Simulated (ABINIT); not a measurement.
# PbF2 (Fluorocronite): a self-consistent loop beyond G0W0, cycle by cycle

Aim: iterate the self-energy on PbF2 (Fluorocronite) and follow the gap from cycle to cycle.

Main program and level: ABINIT 10.8.3; LDA and many-body steps on it, plane waves.

The database entry behind the starting cell differs from later determinations by our own check (0.1 to 0.3 % short, probably kX units), so it need not match the best structure at ambient conditions.

## 1. Starting point

Symmetry: Fm-3m, No. 225, cubic system. The conventional cell has a = 5.927 Å, b = 5.927 Å, c = 5.927 Å, α = 90.00°, β = 90.00°, γ = 90.00°. Nearest to Pb lie 8 F at 2.57 Å. Nearest to F lie 4 Pb at 2.57 Å. Farther neighbours and most contacts between anions are not listed.

The cell and positions come from the Crystallography Open Database and are kept as given unless a step says otherwise. This is not the form that PbF2 usually takes at ambient conditions. Spin-orbit coupling is left out unless a step names it.

## 2. Empty states on the mesh, 4×4×4 mesh, 61 bands

This step: ABINIT 10.8.3; DFT, LDA, plane waves, norm-conserving pseudopotentials.

The sums over transitions need many empty states on a uniform mesh; this step solves for them.

Contents of run.abi:

```
acell 3*1.0 Angstrom
rprim 
  -0.000000000000 2.963660000000 2.963660000000
  2.963660000000 0.000000000000 2.963660000000
  2.963660000000 2.963660000000 -0.000000000000
ntypat 2
znucl 82 9
natom 3
typat 1 2 2
xred 
  0.000000000000 0.000000000000 0.000000000000
  0.250000000000 0.250000000000 0.250000000000
  0.750000000000 0.750000000000 0.750000000000
pp_dirpath "pseudos"
pseudos "Pb.upf, F.upf"
ecut 36
ngkpt 4 4 4
nshiftk 1
shiftk 0 0 0
kptopt 1
chksymbreak 0
iscf -2
irdden 1
istwfk *1
nband 61
nbdbuf 4
tolwfr 1e-09
nstep 60
prtvol 0
indata_prefix "in"
outdata_prefix "out"
tmpdata_prefix "tmp"
```

Launch:

```bash
> OMP_NUM_THREADS=1 mpirun -n 4 abinit run.abi > log
```

Numbers of over 12 decimals in the logs are rounded to 6 here.

The program printed:

```text
.Version 10.8.3 of ABINIT. v10.8.2 released Aug 2026.

 Symmetries : space group Fm -3 m (#225); Bravais cF (face-center cubic)
[... echo of the input left out ...]
== DATASET  1 ==================================================================
-   mpi_nproc: 4, omp_nthreads: 1 (-1 if OMP is not activated)

--- !DatasetInfo
iteration_state: {dtset: 1, }
dimensions: {natom: 3, nkpt: 8, mband: 61, nsppol: 1, nspinor: 1, nspden: 1, mpw: 3695, }
cutoff_energies: {ecut:  36.0, pawecutdg:  -1.0, }
[...]
1.25917    1.25917    1.25917    1.51058    1.56297    1.56297    1.59596    1.59596
   1.59596    1.59673    1.59673    1.59673    1.64466    1.64466    1.64466    1.71643
   1.71643    1.71653    1.73463    1.74350    1.74350
 prteigrs : prtvol=0 or 1, do not print more k-points.

== END DATASET(S) ==============================================================
================================================================================

 -outvars: echo values of variables after computation  --------
            nband          61
             nkpt           8
          spgroup         225
 [... the other variables as echoed above ...]

 Calculation completed.
```

Elapsed: 14 s, on 4 MPI ranks of Arm Neoverse V1, shared host; peak memory 0.29 GiB; 58 s of CPU time.

This step gave:

```yaml
gap: 4.278 eV
k_of_the_valence_top: -0.25, 0.5, 0.25
k_of_the_conduction_bottom: 0.5, 0.5, 0
least_direct_gap: 4.434 eV
k_points_computed: 8
lowest_point_of_the_top_converged_band_above_the_valence_top: 41.35 eV
```

On this mesh the gap is 4.278 eV.

The density comes from a self-consistent run that is not shown.

## 3. Screening, 4×4×4 mesh, 57 bands, screening to 108.8 eV

The RPA dielectric matrix is built and inverted for each q.

This step: RPA screening on LDA, plane waves, norm-conserving pseudopotentials.

run.abi: that of step 2 with these lines changed.

```diff
@@ -21,10 +21,11 @@
 chksymbreak 0
-iscf -2
-irdden 1
 istwfk *1
-nband 61
-nbdbuf 4
-tolwfr 1e-09
-nstep 60
-prtvol 0
+occopt 1
+irdwfk 1
+optdriver 3
+nband 57
+ecuteps 4
+inclvkb 2
+awtr 1
+symchi 1
 indata_prefix "in"
```

The program printed:

```text
.Version 10.8.3 of ABINIT. v10.8.2 released Aug 2026.

 Symmetries : space group Fm -3 m (#225); Bravais cF (face-center cubic)
[... echo of the input left out ...]
== DATASET  1 ==================================================================
-   mpi_nproc: 4, omp_nthreads: 1 (-1 if OMP is not activated)

--- !DatasetInfo
iteration_state: {dtset: 1, }
dimensions: {natom: 3, nkpt: 8, mband: 57, nsppol: 1, nspinor: 1, nspden: 1, mpw: 3695, }
cutoff_energies: {ecut:  36.0, pawecutdg:  -1.0, }
electrons: {nelect:   3.60000000E+01, charge:   0.00000000E+00, occopt:   1.00000000E+00, tsmear:   1.00000000E-02, }

 SCREENING: Calculation of the susceptibility and dielectric matrices

 Based on a program developped by R.W. Godby, V. Olevano, G. Onida, and L. Reining.
 Incorporated in ABINIT by V. Olevano, G.-M. Rignanese, and M. Torrent.
.Using double precision arithmetic ; gwpc =  8

[... cell and pseudopotentials left out ...]
--------------------------------------------------------------------------------

 ==== K-mesh for the wavefunctions ====
 Number of points in the irreducible wedge :     8
[... list of points left out ...]
 Together with 48 symmetry operations and time-reversal symmetry
 yields    64 points in the full Brillouin Zone.

 ==== Q-mesh for the screening function ====
 Number of points in the irreducible wedge :     8
[... list of points left out ...]
 Together with 48 symmetry operations and time-reversal symmetry
 yields    64 points in the full Brillouin Zone.

 setmesh: FFT mesh size selected  =    30x   30x   30
          total number of points  =        27000

 vcoul_init : cutoff-mode = AUXILIARY_FUNCTION
 q-points for optical limit:   1
     1)      0.000010    0.000020    0.000030

- screening: taking advantage of time-reversal symmetry
- Maximum band index for partially occupied states nbvw = 18
- Remaining bands to be divided among processors   nbcw = 39
- Number of bands treated by each node ~9

 Number of electrons calculated from density =   36.0000; Expected =   36.0000
 average of density, n =  0.102469
 r_s =    1.3257
 omega_plasma =   30.8781 [eV]

 calculating chi0 at frequencies [eV] :
  1    0.000000E+00    0.000000E+00
  2    0.000000E+00    3.087813E+01

--------------------------------------------------------------------------------
  q-point number  1        q = ( 0.000000, 0.000000, 0.000000) [r.l.u.]
--------------------------------------------------------------------------------
[... chi0 elements left out ...]
 For q-point:  0.000010 0.000020 0.000030
  dielectric constant =   3.2719
  dielectric constant without local fields =   3.8070

  Average fulfillment of the sum rule on Im[epsilon] for q-point    1 :     39.00  [%]
[... wings left out ...]
  q-point number  2        q = ( 0.250000, 0.000000, 0.000000) [r.l.u.]
--------------------------------------------------------------------------------
[... chi0 elements left out ...]
  Average fulfillment of the sum rule on Im[epsilon] for q-point    2 :     57.42  [%]

 [... 6 further q-points ...]
```

Run time: 18 s. Hardware: 4 MPI ranks; peak memory 0.78 GiB.

Numbers from this step:

```yaml
eps_infinity_with_local_fields_on_this_mesh_along_the_program_s_q_direction: 3.272
the_same_without_local_fields: 3.807
plasma_frequency: 30.88 eV
plane_waves_in_the_screening_matrix: 137
```

Local fields lower ε∞ by 14 %. On a Γ-centred mesh this coarse the value itself is usually too large, while a short band sum pulls it down.

## 4. G0W0

The self-energy is evaluated for the states that the input lists, and the levels follow from it, in one-shot runs by the linearised quasiparticle equation.

This step: G0W0 on LDA, plane waves, norm-conserving pseudopotentials.

run.abi: that of step 3 with these lines changed.

```diff
@@ -24,8 +24,19 @@
 irdwfk 1
-optdriver 3
+optdriver 4
 nband 57
+gwcalctyp 0
+ecutsigx 36
+symsigma 1
+nkptgw 3
+kptgw 
+  -0.2500000000 0.5000000000 0.2500000000
+  0.5000000000 0.5000000000 0.0000000000
+  0.0000000000 0.0000000000 0.0000000000
+bdgw 
+  17 20
+  16 21
+  16 21
 ecuteps 4
-inclvkb 2
-awtr 1
-symchi 1
+irdscr 1
+ppmodel 1
 indata_prefix "in"
```

The program printed:

```text
.Version 10.8.3 of ABINIT. v10.8.2 released Aug 2026.

 Symmetries : space group Fm -3 m (#225); Bravais cF (face-center cubic)
[... echo of the input left out ...]
== DATASET  1 ==================================================================
-   mpi_nproc: 4, omp_nthreads: 1 (-1 if OMP is not activated)

--- !DatasetInfo
iteration_state: {dtset: 1, }
dimensions: {natom: 3, nkpt: 8, mband: 57, nsppol: 1, nspinor: 1, nspden: 1, mpw: 3695, }
cutoff_energies: {ecut:  36.0, pawecutdg:  -1.0, }
electrons: {nelect:   3.60000000E+01, charge:   0.00000000E+00, occopt:   1.00000000E+00, tsmear:   1.00000000E-02, }

 SIGMA: Calculation of the GW corrections

 Based on a program developped by R.W. Godby, V. Olevano, G. Onida, and L. Reining.
 Incorporated in ABINIT by V. Olevano, G.-M. Rignanese, and M. Torrent.
.Using double precision arithmetic ; gwpc =  8

[... cell and pseudopotentials left out ...]
--------------------------------------------------------------------------------

 ==== K-mesh for the wavefunctions ====
 Number of points in the irreducible wedge :     8
[... list of points left out ...]
 Together with 48 symmetry operations and time-reversal symmetry
 yields    64 points in the full Brillouin Zone.

 ==== Q-mesh for screening function ====
 Number of points in the irreducible wedge :     8
[... list of points left out ...]
 Together with 48 symmetry operations and time-reversal symmetry
 yields    64 points in the full Brillouin Zone.

 vcoul_init : cutoff-mode = AUXILIARY_FUNCTION
 q-points for optical limit:   1
     1)      0.000010    0.000020    0.000030
 setmesh: FFT mesh size selected  =    45x   45x   45
          total number of points  =        91125

 Number of electrons calculated from density =   36.0000; Expected =   36.0000
 average of density, n =  0.102469
 r_s =    1.3257
 omega_plasma =   30.8781 [eV]

 === KS Band Gaps ===
  >>>> For spin  1
   Minimum direct gap =   4.4340 [eV], located at k-point      :   0.5000  0.5000  0.0000
   Fundamental gap    =   4.2784 [eV], Top of valence bands at :  -0.2500  0.5000  0.2500
                                       Bottom of conduction at :   0.5000  0.5000  0.0000
 SIGMA fundamental parameters:
 PLASMON POLE MODEL  1
 number of plane-waves for SigmaX                 3695
 number of plane-waves for SigmaC and W            137
 number of plane-waves for wavefunctions          3695
 number of bands                                    57
 number of independent spin polarizations            1
 number of spinorial components                      1
 number of k-points in IBZ                           8
 number of q-points in IBZ                           8
 number of symmetry operations                      48
 number of k-points in BZ                           64
 number of q-points in BZ                           64
 number of frequencies for dSigma/dE                 9
 frequency step for dSigma/dE [eV]                0.25
 number of omega for Sigma on real axis              0
 max omega for Sigma on real axis  [eV]           0.00
 zcut for avoiding poles [eV]                     0.10

 EPSILON^-1 parameters (SCR file):
 dimension of the eps^-1 matrix on file            137
 dimension of the eps^-1 matrix used               137
 number of plane-waves for wavefunctions          3695
 number of bands                                    57
 number of q-points in IBZ                           8
 number of frequencies                               2
 number of real frequencies                          1
 number of imag frequencies                          1

 matrix elements of self-energy operator (all in [eV])

 Perturbative Calculation

--- !SelfEnergy_ee
iteration_state: {dtset: 1, }
kpoint     : [  -0.250,    0.500,    0.250, ]
spin       : 1
KS_gap     :    5.933
QP_gap     :    8.419
Delta_QP_KS:    2.486
data: !SigmaeeData |
     Band     E0 <VxcDFT>   SigX SigC(E0)      Z dSigC/dE  Sig(E)    E-E0       E
       17   1.653 -22.494 -30.093   6.206   0.764  -0.308 -23.559  -1.065   0.588
       18   3.116 -20.598 -25.277   3.777   0.804  -0.244 -21.323  -0.725   2.391
       19   9.049 -13.886  -9.228  -2.584   0.849  -0.177 -12.125   1.761  10.810
       20   9.049 -13.886  -9.228  -2.584   0.849  -0.177 -12.125   1.761  10.810

--- !SelfEnergy_ee
iteration_state: {dtset: 1, }
kpoint     : [   0.500,    0.500,    0.000, ]
spin       : 1
KS_gap     :    4.434
QP_gap     :    6.741
Delta_QP_KS:    2.307
data: !SigmaeeData |
     Band     E0 <VxcDFT>   SigX SigC(E0)      Z dSigC/dE  Sig(E)    E-E0       E
       16   1.590 -22.382 -29.974   6.187   0.766  -0.306 -23.458  -1.076   0.514
       17   1.590 -22.382 -29.974   6.187   0.766  -0.306 -23.458  -1.076   0.514
[...]
--- !SelfEnergy_ee
iteration_state: {dtset: 1, }
kpoint     : [   0.000,    0.000,    0.000, ]
spin       : 1
KS_gap     :    8.582
QP_gap     :   11.579
Delta_QP_KS:    2.998
data: !SigmaeeData |
     Band     E0 <VxcDFT>   SigX SigC(E0)      Z dSigC/dE  Sig(E)    E-E0       E
[...]
19   9.736 -11.871  -6.632  -3.043   0.861  -0.162  -9.982   1.890  11.626
       20   9.736 -11.871  -6.632  -3.043   0.861  -0.162  -9.982   1.890  11.626
       21   9.736 -11.871  -6.632  -3.043   0.861  -0.162  -9.982   1.890  11.626

== END DATASET(S) ==============================================================
================================================================================

 -outvars: echo values of variables after computation  --------
           etotal      0.0000000000E+00
            nband          57
             nkpt           8
          spgroup         225
 [... the other variables as echoed above ...]

 Calculation completed.
```

Wall time 7.3 s (4 MPI ranks); peak memory 0.85 GiB; 29 s of CPU time.

This step gave:

```
G0W0 gap on the points computed              : 6.561 eV
starting gap on the mesh                     : 4.278 eV
k of the valence top                         : -0.25, 0.5, 0.25
k of the conduction bottom                   : 0.5, 0.5, 0
Z at the valence top                         : 0.804
Z at the conduction bottom                   : 0.863
least direct G0W0 gap on the computed points : 6.741 eV
```

The gap on the mesh goes from 4.28 eV to 6.56 eV, a correction of +2.28 eV.

## 5. QSGW, cycle 1

This step: QSGW on LDA, plane waves, norm-conserving pseudopotentials.

run.abi: that of step 4 with these lines changed.

```diff
@@ -26,14 +26,24 @@
 nband 57
-gwcalctyp 0
+gwcalctyp 28
 ecutsigx 36
-symsigma 1
-nkptgw 3
+symsigma 0
+nkptgw 8
 kptgw 
+  0.0000000000 0.0000000000 0.0000000000
+  0.2500000000 0.0000000000 0.0000000000
+  0.5000000000 0.0000000000 0.0000000000
+  0.2500000000 0.2500000000 0.0000000000
+  0.5000000000 0.2500000000 0.0000000000
+  -0.2500000000 0.2500000000 0.0000000000
+  0.5000000000 0.5000000000 0.0000000000
   -0.2500000000 0.5000000000 0.2500000000
-  0.5000000000 0.5000000000 0.0000000000
-  0.0000000000 0.0000000000 0.0000000000
 bdgw 
-  17 20
-  16 21
-  16 21
+  12 27
+  12 27
+  12 27
+  12 27
+  12 27
+  12 27
+  12 27
+  12 27
 ecuteps 4
@@ -41,2 +51,3 @@
 ppmodel 1
+rhoqpmix 0.3
 indata_prefix "in"
```

The program printed:

```text
.Version 10.8.3 of ABINIT. v10.8.2 released Aug 2026.

 Symmetries : space group Fm -3 m (#225); Bravais cF (face-center cubic)
[... echo of the input left out ...]
== DATASET  1 ==================================================================
-   mpi_nproc: 4, omp_nthreads: 1 (-1 if OMP is not activated)

--- !DatasetInfo
iteration_state: {dtset: 1, }
dimensions: {natom: 3, nkpt: 8, mband: 57, nsppol: 1, nspinor: 1, nspden: 1, mpw: 3695, }
cutoff_energies: {ecut:  36.0, pawecutdg:  -1.0, }
electrons: {nelect:   3.60000000E+01, charge:   0.00000000E+00, occopt:   1.00000000E+00, tsmear:   1.00000000E-02, }

 SIGMA: Calculation of the GW corrections

 Based on a program developped by R.W. Godby, V. Olevano, G. Onida, and L. Reining.
 Incorporated in ABINIT by V. Olevano, G.-M. Rignanese, and M. Torrent.
.Using double precision arithmetic ; gwpc =  8

[... cell and pseudopotentials left out ...]
--------------------------------------------------------------------------------

 ==== K-mesh for the wavefunctions ====
 Number of points in the irreducible wedge :     8
[... list of points left out ...]
 Together with 48 symmetry operations and time-reversal symmetry
 yields    64 points in the full Brillouin Zone.

 ==== Q-mesh for screening function ====
 Number of points in the irreducible wedge :     8
[... list of points left out ...]
 Together with 48 symmetry operations and time-reversal symmetry
 yields    64 points in the full Brillouin Zone.

 vcoul_init : cutoff-mode = AUXILIARY_FUNCTION
 q-points for optical limit:   1
     1)      0.000010    0.000020    0.000030
 setmesh: FFT mesh size selected  =    45x   45x   45
          total number of points  =        91125

 Number of electrons calculated from density =   36.0000; Expected =   36.0000
[...]
spin       : 1
KS_gap     :    4.434
QP_gap     :    7.168
Delta_QP_KS:    2.734
data: !SigmaeeData |
     Band     E_DFT   <VxcDFT>   E(N-1)  <Hhartree>   SigX  SigC[E(N-1)]    Z     dSigC/dE  Sig[E(N)]  DeltaE  E(N)_pert E(N)_diago
[...]
--- !SelfEnergy_ee
iteration_state: {dtset: 1, }
kpoint     : [  -0.250,    0.500,    0.250, ]
spin       : 1
KS_gap     :    5.933
QP_gap     :    8.910
Delta_QP_KS:    2.976
data: !SigmaeeData |
     Band     E_DFT   <VxcDFT>   E(N-1)  <Hhartree>   SigX  SigC[E(N-1)]    Z     dSigC/dE  Sig[E(N)]  DeltaE  E(N)_pert E(N)_diago
[...]
26    21.266   -10.213    21.266    31.479    -3.916    -4.011     1.000     0.000    -7.927     2.287    23.553    23.574
       27    21.266   -10.213    21.266    31.479    -3.916    -4.012     1.000     0.000    -7.927     2.286    23.552    23.575

 New Fermi energy :        2.099254E-01 Ha ,    5.712362E+00 eV

 === QP Band Gaps ===
  >>>> For spin  1
   Minimum direct gap =   7.1574 [eV], located at k-point      :   0.5000  0.5000  0.0000
   Fundamental gap    =   6.9750 [eV], Top of valence bands at :  -0.2500  0.5000  0.2500
                                       Bottom of conduction at :   0.5000  0.5000  0.0000

 writing QP data on file : out_QPS

 Convergence of QP corrections
 >>>>> For spin  1 <<<<<
.  kptgw no:  1; Maximum DeltaE = (   0.000   0.000) for band index: 10
.  kptgw no:  2; Maximum DeltaE = (  -1.475   0.000) for band index: 16
.  kptgw no:  3; Maximum DeltaE = (  -1.497   0.001) for band index: 16
[...]
.  kptgw no:  7; Maximum DeltaE = (   2.435  -0.020) for band index:  9
.  kptgw no:  8; Maximum DeltaE = (  -1.509   0.008) for band index: 14

== END DATASET(S) ==============================================================
================================================================================

 -outvars: echo values of variables after computation  --------
           etotal      0.0000000000E+00
            nband          57
             nkpt           8
          spgroup         225
 [... the other variables as echoed above ...]

 Calculation completed.
```

Elapsed: 2.1 min, on 4 MPI ranks; peak memory 1.5 GiB.

This step gave:

```yaml
quasiparticle_gap_on_the_mesh: 6.975 eV
gap_of_the_density_functional_on_the_mesh: 4.278 eV
k_of_the_valence_top: -0.25, 0.5, 0.25
k_of_the_conduction_bottom: 0.5, 0.5, 0
z_at_the_valence_top: 1
z_at_the_conduction_bottom: 1
least_direct_quasiparticle_gap_on_the_computed_points: 7.158 eV
```

Against G0W0 in ABINIT (4×4×4 mesh, 57 bands, screening to 108.8 eV, Godby-Needs plasmon pole), the gap moves by +0.414 eV.

[end of part 1 of 4]

[Paths, hosts, dates, memory and timing lines, banners, echoed tables and standing remarks are left out of the program output.]

[Logs are printed without paths, hosts, clocks, repeated set-up lines and the standing remarks that a program may print on its own settings, such as how far it seeks lower states.]

[Runs of the session that timed out or met a known fault of the program may be left out.]

[Hosts, paths, dates, database ids (printed as entryN), source tags and the programs' standing remarks are cut or masked in the printed files.]

[G0W0 gaps are taken among the corrected bands and points alone; a level outside them can change the order at an edge.]

[Where Ansatz stands beside ABINIT at settings called matched, ABINIT's density can come from a denser mesh and the files from another edition; pairs whose starting gaps differed by over 0.03 eV were left out, so agreement reads better than it is.]
